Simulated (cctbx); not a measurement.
# Resonant diffraction in K3DyCr2O8

Space group P-3m1 (no. 164), a = 5.9290 Å, b = 5.9290 Å, c = 7.3900 Å, α = 90.00°, β = 90.00°, γ = 120.00°.

```csv
atom,mult.,x,y,z,Ueq (Å²)
Dy1,1,0,0,1/2,0.0032
Cr1,2,1/3,2/3,0.2497,0.0047
K1,1,0,0,0,0.0045
K2,2,1/3,2/3,0.7119,0.0043
O1,6,0.6411,0.8206,0.3253,0.0081
O2,2,1/3,2/3,0.0391,0.0060
```

This is a model crystal, built by substitution and not relaxed, with assumed displacement parameters.

Calculated with cctbx: free-atom f′ and f″ from the Sasaki tables, no fine structure; amplitudes in electrons.

```csv
E (eV),F 2 0 1,F 0 1 2,F 0 0 3,F 1 1 2
5389,48.5,96.7,23.0,22.9
5739,49.5,95.7,23.6,24.0
5869,50.5,94.9,23.8,25.2
5929,51.7,94.1,23.9,26.5
5959,52.8,93.4,23.9,27.9
5974,54.1,92.7,24.0,29.3
5981,55.2,92.0,24.0,30.6
5985,56.3,91.3,24.0,31.9
5993,56.6,91.5,24.0,32.5
5997,55.1,92.3,24.0,30.8
6004,53.8,93.0,24.0,29.3
6019,52.4,93.8,24.0,27.7
6049,50.9,94.6,24.1,26.1
6139,48.9,95.5,24.2,23.8
6389,46.6,96.3,24.6,21.1
```

**Question.** Which edge is crossed, and why do the reflections move as they do?

The K edge of Cr. The edge is at 5989 eV. f′ of Cr falls from -3.7 e at 5869 eV to -7.2 e at 4 eV below it, and f″ steps from 0.46 to 3.96 e across it. Over that approach |F| changes by +11 % (2 0 1), -4 % (0 1 2), +1 % (0 0 3) and +27 % (1 1 2): a reflection falls where Cr scatters in phase with the total and rises where it scatters against it; it hardly moves where the Cr term is small or cancels by symmetry. Above the edge the larger f″ enters the imaginary part, where it can add to or cancel the other atoms' f″. The structure is centrosymmetric, so Friedel mates stay equal.

[Logs are printed without paths, hosts, clocks, repeated set-up lines and the standing remarks that a program may print on its own settings, such as how far it seeks lower states.]
